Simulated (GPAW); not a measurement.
## Quasiparticle gap of BaAlGeH (P3m1) in GPAW

Aim: the G0W0 gap of BaAlGeH (P3m1) on LDA, step by step.

Method: LDA and many-body steps on it, plane waves, in GPAW 26.7.0.

## 1. The starting structure

Symmetry: P3m1, No. 156, trigonal system. The conventional cell has a = 4.345 Å, b = 4.345 Å, c = 5.216 Å, α = 90.00°, β = 90.00°, γ = 120.00°. Nearest to Ba lie 3 H at 2.60 Å. Nearest to Al lie 1 H at 1.73 Å and 3 Ge at 2.55 Å. Ge has 3 Al at 2.55 Å nearest. Nearest to H lie 1 Al at 1.73 Å and 3 Ba at 2.60 Å. Farther neighbours are not listed.

Structure file:

```cif
data_structure
_symmetry_space_group_name_H-M 'P 1'
_symmetry_Int_Tables_number 1
_cell_length_a 4.3448
_cell_length_b 4.3448
_cell_length_c 5.2161
_cell_angle_alpha 90.000
_cell_angle_beta 90.000
_cell_angle_gamma 120.000
_cell_volume 85.27
loop_
_atom_site_label
_atom_site_type_symbol
_atom_site_fract_x
_atom_site_fract_y
_atom_site_fract_z
_atom_site_occupancy
Ba1 Ba 0.00000 0.00000 0.00000 1
Al2 Al 0.66667 0.33333 0.53950 1
Ge3 Ge 0.33333 0.66667 0.45510 1
H4 H 0.66667 0.33333 0.87030 1
```

The cell and positions come from the Crystallography Open Database and are kept as given unless a step says otherwise. Spin-orbit coupling is left out unless a step names it.

## 2. Ground state

This step: GPAW 26.7.0; DFT, LDA, plane waves, PAW.

The ground-state density comes first.

run.py

```python
import json
import numpy as np
from gpaw.mpi import world
from ase import Atoms
from gpaw import GPAW, PW, FermiDirac

atoms = Atoms(['Ba', 'Al', 'Ge', 'H'],
    cell=[[4.3448400000, 0.0000000000, 0.0000000000],
      [-2.1724200000, 3.7627418154, 0.0000000000],
      [0.0000000000, 0.0000000000, 5.2160600000]],
    scaled_positions=[[0.0000000000, 0.0000000000, 0.0000000000],
      [0.6666666667, 0.3333333333, 0.5395000000],
      [0.3333333333, 0.6666666667, 0.4551000000],
      [0.6666666667, 0.3333333333, 0.8703000000]],
    pbc=(True, True, True))
calc = GPAW(mode=PW(600),
    xc='LDA',
    kpts={'size': (6, 6, 6), 'gamma': True},
    occupations=FermiDirac(0.001),
    nbands=-8,
    convergence={'density': 1e-6, 'bands': -3},
    maxiter=100,
    txt='gs.txt')
atoms.calc = calc
res = {'energy': atoms.get_potential_energy()}
kpts = calc.get_ibz_k_points()
res['kpts'] = kpts
res['eigenvalues'] = [calc.get_eigenvalues(kpt=k) for k in range(len(kpts))]
res['n_electrons'] = calc.get_number_of_electrons()
calc.write('gs.gpw')

if world.rank == 0:
    with open('result.json', 'w') as f:
        json.dump(res, f, default=lambda x: x.tolist())
```

Command:

```
> mpirun -n 4 gpaw python run.py
```

Numbers of over 12 decimals in the logs are rounded to 6 here.

Output:

```text
__  _  _
 | _ |_)|_||  |
 |__||  | ||/\| - 26.7.0

Input parameters:
  mode=PW(ecut=600.0),
  convergence={'density': 1e-06, 'bands': -3},
  kpts=MonkhorstPack(size=(6, 6, 6), gamma=True),
  maxiter=100,
  nbands=-8,
  occupations=Occupations(name='fermi-dirac', width=0.001, fixmagmom=False),
  xc=XC(name='LDA')
  [... matrices ...]
Diagonalizing LCAO Hamiltonian
Converting LCAO to pw mode

             H

         Ge  Al

       Ba

Atoms  # Å, Bohr magnetons
|   | symbol |         x |        y |        z |    initial magnetic moments |
| 0 |     Ba |  0.000000 | 0.000000 | 0.000000 | ( 0.0000,  0.0000,  0.0000) |
| 1 |     Al |  2.172420 | 1.254247 | 2.814064 | ( 0.0000,  0.0000,  0.0000) |
| 2 |     Ge | -0.000000 | 2.508495 | 2.373829 | ( 0.0000,  0.0000,  0.0000) |
| 3 |      H |  2.172420 | 1.254247 | 4.539537 | ( 0.0000,  0.0000,  0.0000) |

Unit cell  # Å
| periodic |         x |        y |        z |  lengths |     angles |
|      yes |  4.344840 | 0.000000 | 0.000000 | 4.344840 |  90.000000 |
|      yes | -2.172420 | 3.762742 | 0.000000 | 4.344840 |  90.000000 |
|      yes |  0.000000 | 0.000000 | 5.216060 | 5.216060 | 120.000000 |

Number of symmetries: 6
Symmetry operations  # r_c * U_cc + t_c -> r_c
|   | kind |            matrix            |
| 0 |  σ   |  1, 1, 0,  0,-1, 0,  0, 0, 1 |
| 1 |  E   |  1, 0, 0,  0, 1, 0,  0, 0, 1 |
| 2 |  C3  |  0, 1, 0, -1,-1, 0,  0, 0, 1 |
| 3 |  σ   |  0,-1, 0, -1, 0, 0,  0, 0, 1 |
| 4 |  σ   | -1, 0, 0,  1, 1, 0,  0, 0, 1 |
| 5 |  C3  | -1,-1, 0,  1, 0, 0,  0, 0, 1 |

BZ-sampling:
  Number of BZ points: 216
  Number of IBZ points: 34

  Monkhorst-Pack size: [6, 6, 6]
  Monkhorst-Pack shift: [0.083333, 0.083333, 0.083333]

K-points  # in reciprocal-cell coordinates
|     |                                coordinates |     weight |
|   0 | (  0.00000000,   0.00000000,   0.00000000) | 0.00462963 |
|   1 | (  0.00000000,   0.00000000,   0.16666667) | 0.00925926 |
|   2 | (  0.00000000,   0.00000000,   0.33333333) | 0.00925926 |
|   3 | (  0.00000000,   0.00000000,   0.50000000) | 0.00462963 |
|   4 | (  0.16666667,   0.00000000,  -0.33333333) | 0.02777778 |
|   5 | (  0.16666667,   0.00000000,  -0.16666667) | 0.02777778 |
|   6 | (  0.16666667,   0.00000000,   0.00000000) | 0.02777778 |
|   7 | (  0.16666667,   0.00000000,   0.16666667) | 0.02777778 |
|   8 | (  0.16666667,   0.00000000,   0.33333333) | 0.02777778 |
|   9 | (  0.16666667,   0.00000000,   0.50000000) | 0.02777778 |
| ... |                                            |            |
|  33 | (  0.50000000,   0.50000000,   0.50000000) | 0.01388889 |

Plane wave coefficients: 2879
Cutoff: 600.0 eV

Spin-components: 1 (collinear spins)
Bands:           17
Projectors:      19
Spin-degeneracy: 2
Datatype:        complex128

  Storage: CPU
  Wave functions: 26_329_056 bytes (6_582_264 per core)
  Projectors: 49_560_576 bytes (12_390_144 per core)
  [... matrices ...]
Parallelization:
  kpt:    4
  domain: 1
  band:   1

Density:
  Valence electrons: 18.0
  Components: 1
  Grid points: [25 25 30]
  Charge: 0.0  # |e|

Potential:
  Grid points: [25 25 30]

species:
  Ba:
    name:    Barium
    Z:       56.0
    valence: 10
    core:    46
    charge:  0.0  # [|e|]
    compensation charges:
      type: gauss
      rc: 0.37  # [Å]
      lmax: 2
    cutoffs:
      filter: 2.06  # [Å]
      core: 2.33  # [Å]
    projectors
    | kind |    occ | energy [eV] | rcut [Å] |
    |   5s |  2.000 |     -33.774 |    1.164 |
    |   6s |  2.000 |      -3.346 |    1.164 |
    |   5p |  6.000 |     -18.813 |    1.164 |
    |    p |        |       0.000 |    1.164 |
    |    d |        |       0.000 |    1.164 |
    |    d |        |      27.211 |    1.164 |

    Using partial waves for Ba as LCAO basis

  Al:
    name:    Aluminium
    Z:       13.0
    valence: 3
    core:    10
    charge:  0.0  # [|e|]
    compensation charges:
      type: gauss
      rc: 0.34  # [Å]
      lmax: 2
    cutoffs:
      filter: 1.91  # [Å]
      core: 2.36  # [Å]
    projectors
    | kind |    occ | energy [eV] | rcut [Å] |
    |   3s |  2.000 |      -7.830 |    1.085 |
    |   3p |  1.000 |      -2.783 |    1.085 |
    |    s |        |      19.382 |    1.085 |
    |    p |        |      24.428 |    1.085 |
    |    d |        |       0.000 |    1.085 |

    Using partial waves for Al as LCAO basis

  Ge:
    name:    Germanium
    Z:       32.0
    valence: 4
    core:    28
    charge:  0.0  # [|e|]
    compensation charges:
      type: gauss
      rc: 0.32  # [Å]
      lmax: 2
    cutoffs:
      filter: 1.77  # [Å]
      core: 3.42  # [Å]
    projectors
    | kind |    occ | energy [eV] | rcut [Å] |
    |   4s |  2.000 |     -11.940 |    1.005 |
    |   4p |  2.000 |      -4.047 |    1.005 |
    |    s |        |      15.272 |    1.005 |
    |    p |        |      23.164 |    1.005 |
    |    d |        |       0.000 |    1.005 |

    Using partial waves for Ge as LCAO basis

  H:
    name:    Hydrogen
    Z:       1.0
    valence: 1
    core:    0
    charge:  0.0  # [|e|]
    compensation charges:
      type: gauss
      rc: 0.15  # [Å]
      lmax: 2
    cutoffs:
      filter: 0.85  # [Å]
      core: 0.53  # [Å]
    projectors
    | kind |    occ | energy [eV] | rcut [Å] |
    |   1s |  1.000 |      -6.353 |    0.476 |
    |    s |        |      20.858 |    0.476 |
    |    p |        |       0.000 |    0.476 |

    Using partial waves for H as LCAO basis

Reference energy: -284716.141532  # eV

eigensolver:
  PPCG
  Converge bands: -3
  niter=2

density mixing:
  MSR1-Mixer
  Pratt-step length: 0.05
  Maximum mixing coefficient: 0.75
  Old densities: 10
  SVD Regularization: 0.005
  Good broyden scale: 1.0
  Trust region scale: 1.0
  Backstep threshold: 4.0
  History deletion threshold: 6.0
  Fourier metric: weight=20.0, sigma=0.015

occupation numbers:
  Fermi-Dirac:
    width: 0.0010  # eV

poisson solver:
  ecut: 4800.0  # eV

xc functional:
  name: None

Initialization done in: 1.230 s

convergence criteria:
- Maximum integral of absolute [dens]ity change: 1e-06 electrons / valence electron
- Maximum [total energy] change in last 3 cyles: 0.0005 eV / valence electron
- Maximum integral of absolute [eigenst]ate change: 4e-08 eV^2 / valence electron
maximum number of iterations: 100

SCF iterations
|iter     |     time |      energy | eigst |  dens |
|iter:   1|  |  -18.018738 | +0.89 |       |
|iter:   2|  |  -17.926076 | +0.01 | -0.96 |
|iter:   3|  |  -17.396474 | -0.69 | -1.00 |
|iter:   4|  |  -17.360889 | -1.39 | -1.54 |
|iter:   5|  |  -17.359486 | -2.01 | -2.16 |
|iter:   6|  |  -17.359356c| -3.27 | -2.44 |
|iter:   7|  |  -17.359356c| -3.90 | -3.22 |
|iter:   8|  |  -17.359356c| -3.83 | -3.70 |
|iter:   9|  |  -17.359356c| -5.86 | -4.10 |
|iter:  10|  |  -17.359356c| -6.85 | -5.10 |
|iter:  11|  |  -17.359356c| -7.58c| -5.77 |
|iter:  12|  |  -17.359356c| -8.29c| -6.39c|

Converged in 12 steps
SCF loop duration: 3.693 s (0.308 s/step)
Energy contributions relative to reference atoms: (reference = -284716.141532)
  [... matrices ...]
Energy contributions:
  Kinetic:          20.798876
  Coulomb:         -16.445538
  Zero:             -0.055955
  External:          0.000000
  Xc:              -21.656739
  Entropy:          -0.000000
  Spinorbit:         0.000000
  ----------------------------
  Free energy:     -17.359356
  Extrapolated:    -17.359356

dipole moment: (-12.729696, -22.916775, -31.161782)  # |e|*Ang

Fermi level: 6.654
Eigenvalues  # (at kpt = [0.000, 0.000, 0.000])
| band index |      eig [eV] | occ [0-2] |
|          0 |       -21.341 |     2.000 |
|          1 |        -6.712 |     2.000 |
|          2 |        -6.340 |     2.000 |
|          3 |        -6.340 |     2.000 |
|          4 |        -3.286 |     2.000 |
|          5 |         1.732 |     2.000 |
|          6 |         5.222 |     2.000 |
|          7 |         5.561 |     2.000 |
|          8 |         5.561 |     2.000 |
|          9 |         7.078 |     0.000 |
|         10 |         9.294 |     0.000 |
|         11 |         9.294 |     0.000 |
|         12 |        10.321 |     0.000 |
|         13 |        10.321 |     0.000 |
|         14 |        10.350 |     0.000 |
|         15 |        10.350 |     0.000 |
|         16 |        10.434 |     0.000 |

Gap: 0.756 eV
Transition (v -> c):
  (s=0, k=3, n=8, [0.00, 0.00, 0.50]) -> (s=0, k=31, n=9, [0.50, 0.50, 0.17])
Direct/indirect transitions are different
Direct gap: 1.260 eV
Transition at: (s=0, k=3, n=8, [0.00, 0.00, 0.50])
# Writing to gs.gpw (mode='')
  [... matrices ...]
```

Wall time 6.6 s (4 MPI ranks of Intel Xeon 6975P-C (Granite Rapids), shared host); peak memory 0.76 GiB; 25 s of CPU time.

This step gave:

| Quantity | Value |
| --- | --- |
| total energy | -17.36 eV |
| gap | 0.7563 eV |
| k of the valence top | 0, 0, 0.5 |
| k of the conduction bottom | 0.5, 0.5, 0.1667 |
| least direct gap | 1.260 eV |

The gap is indirect, with the least direct gap 0.50 eV higher.

## 3. Empty states on the mesh, 3×3×2 mesh, 111 bands

The sums over transitions need many empty states on a uniform mesh; this step solves for them.

run.py

```python
import json
import numpy as np
from gpaw.mpi import world
from gpaw import GPAW

calc = GPAW('gs.gpw').fixed_density(kpts={'size': (3, 3, 2), 'gamma': True},
    nbands=129,
    convergence={'bands': 111},
    txt='nscf.txt')
calc.write('full.gpw', mode='all')
res = {}
kpts = calc.get_ibz_k_points()
res['kpts'] = kpts
res['eigenvalues'] = [calc.get_eigenvalues(kpt=k) for k in range(len(kpts))]
res['n_electrons'] = calc.get_number_of_electrons()

if world.rank == 0:
    with open('result.json', 'w') as f:
        json.dump(res, f, default=lambda x: x.tolist())
```

Command:

```
> mpirun -n 4 gpaw python run.py
```

Output:

```text
Diagonalizing LCAO Hamiltonian
Converting LCAO to pw mode
convergence criteria:
- Maximum integral of absolute [eigenst]ate change: 4e-08 eV^2 / valence electron
maximum number of iterations: 100

SCF iterations
|iter     |     time |      energy | eigst |  dens |
|iter:   1|  |             | +4.38 |       |
|iter:   2|  |             | +3.17 |       |
|iter:   3|  |             | +2.05 |       |
[...]
|iter:  13|  |             | -6.86 |       |
|iter:  14|  |             | -7.26 |       |
|iter:  15|  |             | -7.67c|       |
SCF steps: 15
  __  _  _
 | _ |_)|_||  |
 |__||  | ||/\| - 26.7.0

Input parameters:
  mode=PW(ecut=600.0),
  convergence={'bands': 111},
  gpts=array([25, 25, 30]),
  kpts=MonkhorstPack(size=(3, 3, 2), gamma=True),
  maxiter=100,
  nbands=129,
  occupations=Occupations(name='fermi-dirac', width=0.001, fixmagmom=False),
  parallel={},
  xc=XC(name='LDA')
# Writing to full.gpw (mode='all')
  [... matrices ...]

timing:  # [seconds]
  Total: 0.102  # ━━━━━━━━━━━━━━━━━━━━━━━━━━━━━━━━━━━━━━━━━━━━━━━━━━━━━━━━━━━
```

It took 11 s on 4 MPI ranks; peak memory 0.78 GiB; 45 s of CPU time.

This step gave:

| Item | Value |
| --- | --- |
| gap | 1.069 eV |
| k of the valence top | 0, 0, 0.5 |
| k of the conduction bottom | 0, 0, 0 |
| least direct gap | 1.260 eV |
| k points computed | 6 |
| lowest point of the top converged band, above the valence top | 55.8787 eV |

On this mesh the gap is 1.069 eV. The earlier step found 0.756 eV, so this mesh misses an edge.

## 4. Screening and self-energy, 3×3×2 mesh, 101 bands, screening to 65 eV

Now the one-shot GW correction: screening in the RPA, then the self-energy of the levels asked for.

This step: G0W0 on LDA, plane waves, PAW.

run.py

```python
import json
import numpy as np
from gpaw.mpi import world
from gpaw.response.g0w0 import G0W0

gw = G0W0('full.gpw',
    filename='gw',
    kpts=[0, 1],
    bands=(7, 11),
    ecut=65,
    nbands=101,
    integrate_gamma='WS',
    ppa=True)
gw.calculate()
res = {mode: {k: v for k, v in r.items() if k != 'sigma_eskwn'}
       for mode, r in gw.all_results.items()}

if world.rank == 0:
    with open('result.json', 'w') as f:
        json.dump(res, f, default=lambda x: x.tolist())
```

Command:

```
> mpirun -n 4 gpaw python run.py
```

Output:

```text
Using integrator: PointIntegrator
FrequencyGridDescriptor(from 0.000+0.000j to 0.000+27.211j eV, 2 points)
Nonperiodic BCs:  [False False False]
Using integrator: PointIntegrator
FrequencyGridDescriptor(from 0.000+0.000j to 0.000+27.211j eV, 2 points)
Nonperiodic BCs:  [False False False]
  ___  _ _ _
 |   || | | |
 | | || | | |
 |__ ||_____|
 |___|

BZ k-points: Symmetries present (total): 6

  [... matrices ...]
18 k-points: 3 x 3 x 2 Monkhorst-Pack grid + [0.000000,0.000000,1/4]
6 k-points in the irreducible part of the Brillouin zone
       k-points in crystal coordinates                weights
   0:     0.00000000    0.00000000    0.00000000          1/18
   1:     0.00000000    0.00000000    0.50000000          1/18
   2:     0.33333333    0.00000000    0.00000000          6/18
   3:     0.33333333    0.00000000    0.50000000          6/18
   4:     0.33333333    0.33333333    0.00000000          2/18
   5:     0.33333333    0.33333333    0.50000000          2/18

Distributing spins, k-points and bands (1 x 2 x 4) over 4 processes
Number of blocks: 1

Quasi particle states:
k-points (IBZ indices): [0, 1]
Band range: (7, 11)
  [... matrices ...]
Computational parameters:
Plane wave cut-off: 65 eV
Number of bands: 101
Coulomb cutoff: None
Broadening: 0.1 eV

fxc modes: GW
Kernel: RPA
Using Godby-Needs plasmon-pole approximation:
  Fitting energy: i*E0, E0 = 1.000 Hartree
Summing all q:

Calculating screened Coulomb potential
No Coulomb truncation
FrequencyGridDescriptor(from 0.000+0.000j to 0.000+27.211j eV, 2 points)
Removing empty qpoint cache files...

Calculating chi0 body with:
    Ground state adapter containing:
    Number of spins: 1
    Number of kpoints: 18
    Number of irreducible kpoints: 6
    Number of completely occupied states: 9
    Number of partially occupied states: 9
    Occupied states memory: 2.574921 M / cpu

    Linear response parametrization:
    q_c: [0.0, 0.0, 0.0]
    Number of frequency points: 2
    Planewave cutoff: 65.0
    Number of bands: 101
    Number of planewaves: 109
    Broadening (eta): 1e-06
    comm.size: 4
    kncomm.size: 4
    blockcomm.size: 1

    Memory estimate of potentially large arrays:
        chi0_wGG: 0.362579 M / cpu
Integrating chi0 body.

Symmetries of q_c:
    Direct symmetries (Uq -> q): 6
    Indirect symmetries (TUq -> q): 6
In total 12 allowed symmetries.

  [... matrices ...]
6 groups of equivalent kpoints. 66.666667% reduction.

Integral kind: response function
Integrating chi0 head and wings.

Symmetries of q_c:
    Direct symmetries (Uq -> q): 6
    Indirect symmetries (TUq -> q): 6
In total 12 allowed symmetries.

  [... matrices ...]
6 groups of equivalent kpoints. 66.666667% reduction.

Integral kind: response function wings

Calculating chi0 body with:
    Ground state adapter containing:
    Number of spins: 1
    Number of kpoints: 18
    Number of irreducible kpoints: 6
    Number of completely occupied states: 9
    Number of partially occupied states: 9
    Occupied states memory: 2.574921 M / cpu

[... the further q-points ...]

Results:
f:      Occupation numbers
eps:     KS-eigenvalues [eV]
vxc:     KS vxc [eV]
exx:     Exact exchange [eV]
sigma:   Self-energies [eV]
dsigma:  Self-energy derivatives
Z:       Renormalization factors
qp:      QP-energies [eV]

k-point 0 (0): (0.000, 0.000, 0.000)                GW
band       f     eps     vxc     exx   sigma  dsigma       Z      qp
                                                                   GW
   7   1.000   5.561 -12.117 -13.333   1.150  -0.285   0.778   5.510
   8   1.000   5.561 -12.117 -13.333   1.150  -0.285   0.778   5.510
   9   0.000   7.078 -12.093  -7.955  -3.537  -0.278   0.782   7.548
  10   0.000   9.294 -11.363  -6.648  -4.124  -0.279   0.782   9.756

k-point 1 (1): (0.000, 0.000, 0.500)                GW
band       f     eps     vxc     exx   sigma  dsigma       Z      qp
                                                                   GW
   7   1.000   5.947 -12.583 -13.839   1.202  -0.284   0.779   5.904
   8   1.000   6.010 -11.577 -12.514   0.881  -0.287   0.777   5.966
   9   0.000   7.270 -13.060  -8.702  -3.583  -0.279   0.782   7.876
  10   0.000   7.906 -10.975  -6.584  -3.856  -0.268   0.788   8.328
```

It took 10 s on 4 MPI ranks; peak memory 1.4 GiB.

Numbers from this step:

| Property | Result |
| --- | --- |
| G0W0 gap on the points computed | 1.582 eV |
| least direct G0W0 gap on the computed points | 1.910 eV |
| Z at the valence top | 0.7768 |
| Z at the conduction bottom | 0.7822 |
| starting gap on the mesh | 1.069 eV |
| k of the valence top | 0, 0, 0.5 |
| k of the conduction bottom | 0, 0, 0 |

The gap on the mesh goes from 1.07 eV to 1.58 eV, a correction of +0.51 eV. The start differs from the 0.76 eV found before because the two sample other k points.

Limits: finite bands, cutoff and mesh; no spin-orbit coupling; coarse k mesh. v1 is the top filled band, c1 the lowest empty one. Levels before and after the correction, in eV, zero at the valence-band top of each column:

```
           conduction bottom  valence top
Kohn-Sham               1.07         0.00
     G0W0               1.58         0.00
```

```
                  level  energy (eV)
Kohn-Sham       Γ v2-v1       -0.449
Kohn-Sham          Γ c1        1.069
Kohn-Sham          Γ c2        3.285
Kohn-Sham  (0 0 0.5) v2       -0.063
Kohn-Sham  (0 0 0.5) v1        0.000
Kohn-Sham  (0 0 0.5) c1        1.260
Kohn-Sham  (0 0 0.5) c2        1.896
     G0W0       Γ v2-v1       -0.456
     G0W0          Γ c1        1.582
     G0W0          Γ c2        3.791
     G0W0  (0 0 0.5) v2       -0.062
     G0W0  (0 0 0.5) v1        0.000
     G0W0  (0 0 0.5) c1        1.910
     G0W0  (0 0 0.5) c2        2.362
```

## 5. Where the time went

Times are wall times on 4 MPI ranks of Intel Xeon 6975P-C (Granite Rapids), shared host, good to a factor of about two.

```
                     step   time  share  memory (GiB)
             ground state  6.6 s   23 %          0.76
 empty states on the mesh   11 s   41 %          0.78
screening and self-energy   10 s   36 %           1.4
```

## 6. What came out

```json
{"LDA gap": "0.76 eV, indirect", "G0W0 gap on the mesh": "1.58 eV", "G0W0 gap over the zone (rigid shift)": "1.27 eV", "GW settings": "3×3×2 mesh, 101 bands, screening to 65 eV, Godby-Needs plasmon pole", "known limits": "not at the basis limit; no spin-orbit coupling; coarse k mesh"}
```

**Reading.** G0W0 moves the gap on the mesh from 1.07 eV to 1.58 eV (+0.51 eV), with Z of 0.78 and 0.78 at the edges. The mesh misses the band edges by 0.31 eV in all; a rigid shift gives 1.27 eV for the zone. Only 2 of the mesh's irreducible points were corrected, so a valley elsewhere could overtake. Bands and cutoff are finite, so the gap is not at the basis limit. The miss can reach some tenths of an eV and take either sign; the mesh is an error of its own. These stock PAW sets were not made for GW; the filled d or f shell of Ge lies in the frozen core, which bears on start and correction. In the G0W0 run levels were corrected at 2 k points alone, so a gap called «on the mesh» is the least over those, and an edge elsewhere would be missed. A denser mesh or path gives a starting gap of 0.76 eV: the GW mesh misses a band edge, so its gaps are not the fundamental one. The 3×3×2 mesh is coarse for this cell, which bears on the long-range parts of exchange and screening. The many-body steps are scalar-relativistic: spin-orbit coupling is not in them.

[Paths, hosts, dates, memory and timing lines, banners, echoed tables and standing remarks are left out of the program output.]

[Logs are printed without paths, hosts, clocks, repeated set-up lines and the standing remarks that a program may print on its own settings, such as how far it seeks lower states.]

[Runs of the session that timed out or met a known fault of the program may be left out.]

[Hosts, paths, dates, database ids (printed as entryN), source tags and the programs' standing remarks are cut or masked in the printed files.]
